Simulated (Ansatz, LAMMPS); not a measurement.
## Convergence of a linear-scaling basis for aqueous Rb+ and F-, 6.0 mol of salt per kg of water at 300 K (209 atoms)

Wanted: errors and times of a linear-scaling basis for aqueous Rb+ and F-, 6.0 mol of salt per kg of water at 300 K (209 atoms). A setting counts as converged where the r.m.s. difference of forces stays under 1 % of the r.m.s. force.

Method: Kohn-Sham DFT, PBE+D3(BJ), PAW (set soft_2), plane waves, in Ansatz 0.2.0.

## Step 1: The starting structure

The cell holds 209 atoms: 65 O, 130 H, 7 Rb and 7 F. Its edges and angles: a = 12.832 Å, b = 12.832 Å, c = 12.832 Å, α = 90.0°, β = 90.0°, γ = 90.0°. 65 H2O, 7 Rb+, 7 F- placed at random, at 1.5 g/cm³; overlaps pushed apart, then 10 ps at 420 K with Joung-Cheatham ions (J. Phys. Chem. B 112, 9020 (2008)); SPC/E water (Berendsen, Grigera and Straatsma, J. Phys. Chem. 91, 6269 (1987)). Snapshot after 20 ps at 300 K and fixed volume.

Limits known from the start: The network of contacts between molecules at the start is that of the classical potential that made the cell, and needn't be the one that DFT or experiment would give. The density was typed from a rule of thumb and may lie off the real one at this temperature. Only the Γ point is sampled, in a cell whose shortest periodic width is 13 Å.

## Step 2: How the cell was made

A classical potential supplies the starting structure, since it reaches far longer times than DFT.

This step: classical MD, Joung-Cheatham ions (J. Phys. Chem. B 112, 9020 (2008)); SPC/E water (Berendsen, Grigera and Straatsma, J. Phys. Chem. 91, 6269 (1987)) (LAMMPS 22 Jul 2025 - Update 4).

Input file in.lmp:

```
# aqueous Rb+ and F-, 6.0 mol of salt per kg of water
units real
atom_style full
boundary p p p
bond_style harmonic
angle_style harmonic
dihedral_style opls
improper_style harmonic
special_bonds lj 0 0 0.5 coul 0 0 0.75
read_data data.lmp
neigh_modify delay 0 every 1 check yes one 4000
comm_modify cutoff 12.0
timestep 0.5
thermo_style custom step time temp pe press density
thermo_modify norm yes
# push overlapping molecules apart
pair_style soft 2.6
pair_coeff * * 0.0
variable a equal ramp(1,60)
fix ad all adapt 1 pair soft a * * v_a
velocity all create 420 87748 mom yes dist gaussian
fix lim all nve/limit 0.03
fix lan all langevin 420 420 50 87749 zero yes
thermo 1000
run 3000 post no
unfix ad
pair_style lj/cut/coul/long 9.0
pair_modify mix arithmetic tail yes
pair_coeff 1 1 0.1553 3.1660   # O
pair_coeff 2 2 0.0000 1.0000   # H
pair_coeff 3 3 0.4451 3.0950   # Rb
pair_coeff 4 4 0.0074 4.0215   # F
kspace_style pppm 1.0e-4
thermo 100
# [... 17 lines left out ...]
compute msd all msd com yes
thermo 5000
fix md all nvt temp 300 300 100
run 20000 post no
print "== T300: mean square displacement over the hold $(c_msd[4]:%.2f) A^2"
unfix md
uncompute msd
write_dump all custom T300.dump id type xs ys zs modify sort id
```

Command:

```sh
$ lmp -in in.lmp -log none -nocite
```

Log:

```text
LAMMPS (22 Jul 2025 - Update 4)
Reading data file ...
  orthogonal box = (0 0 0) to (12.8319 12.8319 12.8319)
  209 atoms
  orthogonal box = (0 0 0) to (12.8319 12.8319 12.8319)
  130 bonds
  65 angles
   Step          Time           Temp          PotEng         Press         Density
         0   0              420            0.21344059     9712.4814      1.4949997
      1000   500            402.7396       0.96528808     39075.309      1.4949997
      2000   1000           419.12177      0.94344382     58224.22       1.4949997
      3000   1500           415.39601      0.96455769     59122.356      1.4949997
[... 29 lines left out ...]
Loop time of 7.58199 s on 1 MPI rank(s) for 10000 steps with 209 atoms
   Step          Time           Temp          PotEng         Press         Density
[... 4 lines left out ...]
Loop time of 3.74981 s on 1 MPI rank(s) for 5000 steps with 209 atoms
   Step          Time           Temp          PotEng         Press         Density
[... 2 lines left out ...]
     25000   24000          296.66886     -10.181712      4409.1137      1.4949997
     30000   29000          325.58562     -10.126536      1001.7401      1.4949997
     35000   34000          272.826       -10.109876     -4025.2836      1.4949997
     37000   36000          314.61098     -10.065009      2227.8553      1.4949997
Loop time of 14.6638 s on 1 MPI rank(s) for 20000 steps with 209 atoms
== T300: mean square displacement over the hold 8.39 A^2
```

Elapsed: 28 s, on 1 thread of Arm Neoverse V2, shared host; peak memory 0.082 GiB.

The input also reads data.lmp (atoms, bonds and types; not printed here).

## Step 3: Plane-wave single point

The first run fixes the reference, at a cutoff of 420 eV.

Input file input.yaml:

```yaml
crystal:
  lattice:
    - [12.8319, 0.0, 0.0]
    - [0.0, 12.8319, 0.0]
    - [0.0, 0.0, 12.8319]
  atoms:
    - { symbol: O, position: [0.82489, 0.42353, 0.15896] }
    - { symbol: H, position: [0.87476, 0.37048, 0.13116] }
    - { symbol: H, position: [0.81064, 0.40888, 0.23416] }
    - { symbol: O, position: [0.28858, 0.55139, 0.4159] }
    - { symbol: H, position: [0.31885, 0.61971, 0.39379] }
    - { symbol: H, position: [0.23868, 0.56288, 0.47464] }
    - { symbol: O, position: [0.79475, 0.30001, 0.67395] }
    - { symbol: H, position: [0.81741, 0.31464, 0.60084] }
    - { symbol: H, position: [0.84759, 0.32843, 0.7237] }
    - { symbol: O, position: [0.80449, 0.39906, 0.37439] }
    - { symbol: H, position: [0.87571, 0.40868, 0.40453] }
    - { symbol: H, position: [0.76031, 0.46083, 0.3919] }
    - { symbol: O, position: [0.50384, 0.51803, 0.41014] }
    - { symbol: H, position: [0.5162, 0.45735, 0.45745] }
    - { symbol: H, position: [0.42761, 0.53408, 0.40786] }
    - { symbol: O, position: [0.93988, 0.3944, 0.78647] }
    - { symbol: H, position: [0.93047, 0.43243, 0.7191] }
    - { symbol: H, position: [0.96475, 0.4441, 0.8411] }
    - { symbol: O, position: [0.00466, 0.69332, 0.42709] }
    - { symbol: H, position: [0.02767, 0.65398, 0.4903] }
    - { symbol: H, position: [0.05357, 0.67875, 0.36819] }
    - { symbol: O, position: [0.55241, 0.41893, 0.88904] }
    - { symbol: H, position: [0.59742, 0.41667, 0.95262] }
    - { symbol: H, position: [0.50569, 0.48121, 0.89249] }
    - { symbol: O, position: [0.74311, 0.12722, 0.12764] }
    - { symbol: H, position: [0.6789, 0.17132, 0.12992] }
    - { symbol: H, position: [0.79014, 0.14673, 0.18664] }
    - { symbol: O, position: [0.49821, 0.07149, 0.18106] }
    - { symbol: H, position: [0.44336, 0.12676, 0.18429] }
    - { symbol: H, position: [0.46485, 0.00262, 0.16631] }
    - { symbol: O, position: [0.90266, 0.50267, 0.6142] }
    - { symbol: H, position: [0.86496, 0.55456, 0.65846] }
    [... 171 atom lines left out ...]
    - { symbol: F, position: [0.18256, 0.89325, 0.97194] }
    - { symbol: F, position: [0.09122, 0.5751, 0.58111] }
    - { symbol: F, position: [0.43689, 0.04383, 0.83103] }
    - { symbol: F, position: [0.09135, 0.26037, 0.46702] }
    - { symbol: F, position: [0.20253, 0.56955, 0.91262] }
    - { symbol: F, position: [0.98417, 0.30045, 0.12213] }
kpoints:
  mp_grid: { grid: [1, 1, 1] }
hamiltonian:
  xc: pbe
  dispersion: d3bj
scf:
  occupations: { method: gaussian, width: 0.05 }
output:
  forces: true
  stress: true
  populations: intrinsic
  dos:
    method: { smearing: { sigma: 0.1 } }
    de: 0.1
    projected: { site_lists: { F: [F], H: [H], O: [O], Rb: [Rb] } }
  eigenvalues: true
  write_density: true
  write_potential: true
  volumetric_format: npy
```

Command:

```sh
$ ansatz run input.yaml --threads 8 --pin off --max-ram 15872MiB --backend cpu --events-out ev --progress --plain --runs-dir out
```

Log:

```text
Engine: ansatz 0.2.0, aarch64-unknown-linux-gnu
Pseudopotentials: kind: paw
Pseudopotential: O, paw, valence charge 6, recommended cutoff 420 eV (normal), O.paw.azcp
Pseudopotential: H, paw, valence charge 1, recommended cutoff 420 eV (normal), H.paw.azcp
Pseudopotential: Rb, paw, valence charge 9, recommended cutoff 420 eV (normal), Rb.paw.azcp
Pseudopotential: F, paw, valence charge 7, recommended cutoff 420 eV (normal), F.paw.azcp
[... 5 lines on functional and potentials left out ...]
Crystal: 209 atoms, lattice volume = 2112.871 Å³
Basis set: ecut = 420 eV, 41347 PW (Γ), exchange–correlation on 180×180×180 points (8 copies of the dense FFT grid, shifted against one another)
Bands: 525, of which v1, the nominal top of the filled ones, is band 316 counted from 1 (315 counted from 0)
Symmetry: 1 space group operations
Space group: P1 (ITA 1), of the structure as read, at distance tolerance 1.3e-4 Å
k-points: 1
[... 9 lines on functional and potentials left out ...]
Initial density: superposition of atomic densities (neutral atoms: chi_scale 0, normalization atom), corrected by the library's trained network
Initial wavefunctions: pseudopotential atomic-orbital guess
Functional: x = pbe(κ = 0.804, μ = 0.219515), c = pbe(β = 0.066725)
SCF iter   1: F=—  HF=-67528.653530 eV  |F-HF|=—  |Δ(HF+E_count)|=         —  Δρ=3.03e-3  dr2=2.59e-1  ethr=1.77e-3  ⟨swp⟩=6.0  Hψ=2449  notcnv=0  defer=103
preconditioner: auto → Resta (q_TF=auto, 2.231 Å⁻¹)  ε∞=2.3  [insulator: Δε(μ)=3.659 eV  Ē_g=17.451 eV  σ=0.050 eV  W_gap=1.00  n_scr=388 (ndim 8)  ℏωp=20.0 eV  f_vac=0.216  D(μ)=0.00/eV (n_scr^D=0)  ε∞_Penn≈2.3]
SCF iter   2: F=—  HF=-67528.531385 eV  |F-HF|=—  |Δ(HF+E_count)|=   1.22e-1  Δρ=1.68e-3  dr2=6.15e-2  ethr=4.09e-5  ⟨swp⟩=2.0  Hψ=768  notcnv=0  defer=202
SCF iter   3: F=—  HF=-67528.495568 eV  |F-HF|=—  |Δ(HF+E_count)|=   3.58e-2  Δρ=7.26e-4  dr2=1.78e-2  ethr=9.73e-6  ⟨swp⟩=2.0  Hψ=639  notcnv=0  defer=202
SCF iter   4: F=—  HF=-67528.489715 eV  |F-HF|=—  |Δ(HF+E_count)|=   5.85e-3  Δρ=2.56e-4  dr2=1.49e-3  ethr=2.82e-6  ⟨swp⟩=2.0  Hψ=639  notcnv=0  defer=202
SCF iter   5: F=—  HF=-67528.489662 eV  |F-HF|=—  |Δ(HF+E_count)|=   5.26e-5  Δρ=1.51e-4  dr2=3.60e-4  ethr=2.36e-7  ⟨swp⟩=3.0  Hψ=631  notcnv=0  defer=202
SCF iter   6: F=—  HF=-67528.489625 eV  |F-HF|=—  |Δ(HF+E_count)|=   3.72e-5  Δρ=3.89e-5  dr2=2.44e-5  ethr=5.70e-8  ⟨swp⟩=3.0  Hψ=631  notcnv=0  defer=202
SCF iter   7: F=—  HF=-67528.489854 eV  |F-HF|=—  |Δ(HF+E_count)|=   2.29e-4  Δρ=1.52e-5  dr2=3.54e-6  ethr=3.86e-9  ⟨swp⟩=2.0  Hψ=833  notcnv=0  defer=202
SCF iter   8: F=—  HF=-67528.489855 eV  |F-HF|=—  |Δ(HF+E_count)|=   5.10e-7  Δρ=5.75e-6  dr2=5.63e-7  ethr=5.60e-10  ⟨swp⟩=3.0  Hψ=682  notcnv=0  defer=202
SCF iter   9: F=-67528.489855 eV  HF=-67528.489855 eV  |F-HF|=7.96e-9  |Δ(HF+E_count)|=   6.30e-8  Δρ=1.63e-6  dr2=5.21e-8  ethr=1.58e-11  ⟨swp⟩=21.0  Hψ=4955  notcnv=0
SCF 1 converged in 9 iterations: F = -67528.489855 eV  dr2 = 5.21e-8
  greatest PAW one-centre occupation: 0.973 electrons in one spin orbital (limit 2), on the Rb atom at site 200 (counted from 0), in its partial waves of l = 0
WARN: The input density's exchange-correlation potential varies sharply where the density is thin. Do not read a vacuum level from v_tot or v_xc, or from such a field of the output density. On a cell that repeats whose density bears no net charge and no dipole along the vacuum's axis use v_es (v_loc + v_h of the components); [...]
SCF converged after 9 iterations
Free energy (F): -67528.489855 eV
Harris-Foulkes:  -67528.489855 eV  (|F-HF|=7.96e-9)
Internal energy: -67528.489855 eV  (E = F + TS)
E sigma→0 (E₀):  -67528.489855 eV
Fermi energy:    1.002996 eV
--- Per-component energies (eV) ---
  E_band       = -5630.297909
  E_kinetic    = 15947.438675
  E_local      = -50089.542948  (includes V_loc(G=0)·N_el)
  E_nonlocal   = 5070.992358
  E_hartree    = 17922.133937
  E_xc         = -7390.288539
  E_vxc        = -9237.786492  (∫ρ·V_xc dr)
  E_paw        = -30106.156663  (= ΣΔE_a)
  E_vpaw       = -3165.699855  (= ΣTr[D̂ρ^β])
  E_aug_tail   = 0.025517  (compensation charges beyond the density's cutoff)
  E_ewald      = -18873.493489
  E_disp       = -9.598703  (pairwise vdW)
  E_smearing   = -0.000000  (= −TS)
  E_closure    = 0.000000  (closes the sum)
  Σ components = -67528.489855   (vs F -67528.489855, Δ=0.00e0)
--- Forces (eV/Å), atoms counted from 1 ---
  atom   1  O     -0.42581195     0.05446180    -0.12230174
  atom   2  H     -0.38235807     0.38093324     0.68342287
  atom   3  H      0.52055071     0.10495375    -0.77129707
  atom   4  O     -1.01171979    -0.10490673     0.63083175
  atom   5  H     -0.29103823     0.56882824     0.19498924
  atom   6  H      1.07962628     0.06389506    -0.90351690
  atom   7  O     -0.12748123     0.19117362    -0.91006455
  atom   8  H      0.07505067    -0.38751067     1.36033838
  atom   9  H     -0.00030869     0.09823840    -0.25230035
  atom  10  O      0.13160045     0.11568011     0.52421133
  atom  11  H     -1.10830393     0.73146480    -0.23933286
  atom  12  H      1.26284726    -0.39004988    -0.01995549
  atom  13  O      0.28787729    -0.80788386    -0.02429068
  atom  14  H     -0.76279660     0.81149601    -0.26794444
[...]
atom 208  F      0.11536141    -0.41835932     0.89870124
  atom 209  F      0.19808424    -0.09509110     0.21884720
  max |Σ_I F_I| component: 9.81e-5 eV/Å
--- Stress (GPa, compression-positive) ---
       -1.714021      -0.125598       0.387622
       -0.125598      -1.356290       0.008349
        0.387622       0.008349      -1.472521
  P = ⅓ Tr σ = -1.5143 GPa (-15.143 kbar)
--- Band table (eV) ---
  k-point 0: bands = ["-25.3464", "-25.0817", "-25.0774", "-24.9731", [... 509 levels ...], "11.7637", "11.8024", "11.8167", "11.8372", "11.8582", "11.8892", "11.9101", "11.9629", "11.9830", "12.0128", "12.0486", "12.0583"]
--- intrinsic populations: 209 sites ---
  site symbol       q [e]
     0      O      6.7797
     1      H      0.6268
     2      H      0.6384
[...]
208      F      7.5805
  spilling = -0.000000 (of n_electrons = 632.000000)
```

The job ended after 27 s (8 threads of Arm Neoverse V2, shared host; peak memory 3.1 GiB).

Reading the cycles: dr2 is the Hartree energy of the density residual (eV), the measure of convergence; HF is the Harris–Foulkes estimate of the energy, which meets the free energy F at convergence.

The program notes that the exchange-correlation potential is rough where the density is thin.

Read from the output:

* free energy: -67528.4899 eV
* free energy per atom: -323.1028 eV/atom
* SCF cycles: 9
* pressure: -1.514 GPa
* r.m.s. force component: 0.5428 eV/Å
* longest force: 1.631 eV/Å
* Fermi energy: 1.003 eV
* gap (highest filled to lowest empty level): 3.645 eV

Neighbours are counted within 1.21 Å (H-O), 3.48 Å (O-Rb), 3.27 Å (F-Rb).

Length of the force by element and coordination:

| element | coordination | atoms | mean length of the force (eV/Å) | spread | least | most |
| --- | --- | --- | --- | --- | --- | --- |
| F | all | 7 | 0.613 | 0.230 | 0.310 | 0.998 |
| F | 0 | 4 | 0.643 | 0.274 | 0.310 | 0.998 |
| F | 1 | 3 | 0.573 | 0.144 | 0.434 | 0.772 |
| H | all | 130 | 1.02 | 0.279 | 0.271 | 1.63 |
| O | all | 65 | 0.676 | 0.263 | 0.124 | 1.34 |
| O | 2 | 25 | 0.736 | 0.272 | 0.246 | 1.34 |
| O | 3 | 34 | 0.652 | 0.249 | 0.124 | 1.18 |
| O | 4 | 6 | 0.565 | 0.242 | 0.171 | 0.874 |
| Rb | all | 7 | 0.424 | 0.173 | 0.201 | 0.782 |
| Rb | 5 | 1 | 0.536 | 0 | 0.536 | 0.536 |
| Rb | 6 | 1 | 0.352 | 0 | 0.352 | 0.352 |
| Rb | 7 | 2 | 0.568 | 0.214 | 0.354 | 0.782 |
| Rb | 8 | 3 | 0.315 | 0.0887 | 0.201 | 0.417 |

Intrinsic-atomic-orbital charges by element and coordination:

| element | coordination | atoms | mean charge (e) | spread | least | most |
| --- | --- | --- | --- | --- | --- | --- |
| F | all | 7 | -0.579 | 0.0257 | -0.615 | -0.539 |
| F | 0 | 4 | -0.563 | 0.017 | -0.581 | -0.539 |
| F | 1 | 3 | -0.599 | 0.0206 | -0.615 | -0.570 |
| H | all | 130 | 0.374 | 0.0112 | 0.349 | 0.411 |
| O | all | 65 | -0.777 | 0.0314 | -0.845 | -0.699 |
| O | 2 | 25 | -0.756 | 0.026 | -0.805 | -0.699 |
| O | 3 | 34 | -0.787 | 0.027 | -0.845 | -0.747 |
| O | 4 | 6 | -0.811 | 0.0146 | -0.831 | -0.786 |
| Rb | all | 7 | 0.861 | 0.0067 | 0.848 | 0.870 |
| Rb | 5 | 1 | 0.863 | 0 | 0.863 | 0.863 |
| Rb | 6 | 1 | 0.867 | 0 | 0.867 | 0.867 |
| Rb | 7 | 2 | 0.860 | 0.0026 | 0.857 | 0.862 |
| Rb | 8 | 3 | 0.859 | 0.009 | 0.848 | 0.870 |

Density of states as counts of states in windows of 1 eV (from the Fermi level), total and the larger projections:

| from (eV) | to (eV) | total | O p | H s | F p |
| --- | --- | --- | --- | --- | --- |
| -10 | -9 | 64.5 | 32.6 | 14.7 | 1.7 |
| -9 | -8 | 61.7 | 41.0 | 17.5 | 1.2 |
| -8 | -7 | 12.2 | 8.0 | 2.7 | 0.8 |
| -7 | -6 | 29.0 | 17.2 | 2.6 | 6.2 |
| -6 | -5 | 56.3 | 36.9 | 3.9 | 9.9 |
| -5 | -4 | 75.1 | 52.6 | 2.0 | 15.4 |
| -4 | -3 | 76.6 | 70.5 | 0.5 | 3.5 |
| -3 | -2 | 57.5 | 56.2 | 0.2 | 0.2 |
| -2 | -1 | 3.4 | 3.4 | 0.0 | 0.0 |
| -1 | 1 | 0.0 | 0.0 | 0.0 | 0.0 |
| 1 | 2 | 2.0 | 0.1 | 1.0 | 0.0 |
| 2 | 3 | 3.4 | 0.4 | 1.9 | 0.0 |
| 3 | 4 | 13.0 | 1.3 | 6.6 | 0.1 |
| 4 | 5 | 23.1 | 2.2 | 11.3 | 0.2 |

Between -26 and -10 eV lie 189 more states.

The levels nearest the highest filled one (over half full), pooled over k-points and spins:

| level less the highest filled one (eV) | occupation |
| --- | --- |
| -0.478 | 2 |
| -0.446 | 2 |
| -0.325 | 2 |
| -0.250 | 2 |
| -0.167 | 2 |
| 0 | 2 |
| 3.65 | 0 |
| 4.64 | 0 |
| 4.79 | 0 |
| 4.95 | 0 |
| 5.11 | 0 |
| 5.22 | 0 |

Electrostatic potential energy in the bc plane at fractional x = 0.076, with atoms of O and H and Rb and F within 0.2 Å of it. With pseudopotentials it is smooth inside the atoms' cores, unlike the true potential.

Ten even steps from '0' (-38 eV) to '9' (6 eV), each cell a mean:
```
9999999999999999851489999999999988999
9999999999999999974699999999999835999
9999987667899999999999899999898867999
9999872001689999999998556999899999999
9999860000489999999997100799999999999
9999873113789999999998203899999999999
9999998778899999999997028999999999999
9999999999999999999998779999999999999
9999999999999999999985699999999999999
9999999999999999999820059999999999999
9999999889998889999951279999999999999
9999999974369999988788988899999538999
9999999940029888884168988899999538999
9999999985479866512588998889999999999
9999999878999988523799987479999999999
9999986406999999877899998679999999999
9999930048999999841799999999999999999
9999930049999998611799999999999999999
8899987668999854000699999999999999988
7889999989999855435899999999999999876
7899999999999999999999999999999999877
8999999856999999999999999999999999988
9999998613899999999999999999999999999
9999998678999998888899999999999999999
```
Columns run along b (12.8 Å; values clipped at the 3rd and 97th percentile), rows up along c (12.8 Å). Atoms in or near the plane, at fractional coordinates: O at (0.17, 0.28), H at (0.22, 0.34), O at (0.46, 0.21), H at (0.48, 0.29), O at (0.62, 0.79), H at (0.60, 0.72), H at (0.51, 0.46), H at (0.23, 0.06), Rb at (0.21, 0.80), F at (0.58, 0.58), F at (0.26, 0.47).

Valence density in the bc plane at fractional x = 0.076, with atoms of O and H and Rb and F within 0.2 Å of it. It is the smooth field of the valence electrons, not physical close to the nuclei.

Ten steps, logarithmic in the rise over the least value, from '0' (0.0 e/Å³) to '9' (8.8 e/Å³), each cell a mean:
```
0000112322100012467631000111111221110
0000011111100011345421110001122343110
0000123443210001112112222111223443100
0000246666421000010123565321122221100
0000246666521101000125798521111100000
0000135665421000000124787421000000000
0000112333210010000013553210000000000
0000011110000111111122321100000000000
0001122110001222221246532000000000000
0001122211111222222479963010000000000
0001112222222221111368853110001111110
0000011357753111112333322211111343311
0101010369974222345531123332111343311
0000001246753235677531113443211111111
0000011233321124677420113442100000000
0001245653110012344310012332111000000
0102478863100011355310001122211000001
1102478863100123577420000012211000111
3211235542111246798531100011100001123
4311011221111235677421101010000001234
3210001111111112233211111111100001234
2110012343211100011101111233210000112
0000124565210101122110011333211000000
0000124553210012344421001222211100000
```
Columns run along b (12.8 Å), rows up along c (12.8 Å). Atoms in or near the plane, at fractional coordinates: O at (0.17, 0.28), H at (0.22, 0.34), O at (0.46, 0.21), H at (0.48, 0.29), O at (0.62, 0.79), H at (0.60, 0.72), H at (0.51, 0.46), H at (0.23, 0.06), Rb at (0.21, 0.80), F at (0.58, 0.58), F at (0.26, 0.47).

Mean intrinsic-atomic-orbital charges: F -0.58, H +0.37, O -0.78, Rb +0.86 e. The largest share in the top eV of filled states is O p (99 % of the projected weight), and in the lowest eV of empty states H s (54 % of the projected weight).

(Part 1 of 2 ends here.)

[Long decimals in the printed logs are rounded to 6 places.]

[Logs are printed without paths, hosts, clocks, repeated set-up lines and the standing remarks that a program may print on its own settings, such as how far it seeks lower states.]

[Hosts, paths, dates, database ids (printed as entryN), source tags and the programs' standing remarks are cut or masked in the printed files.]
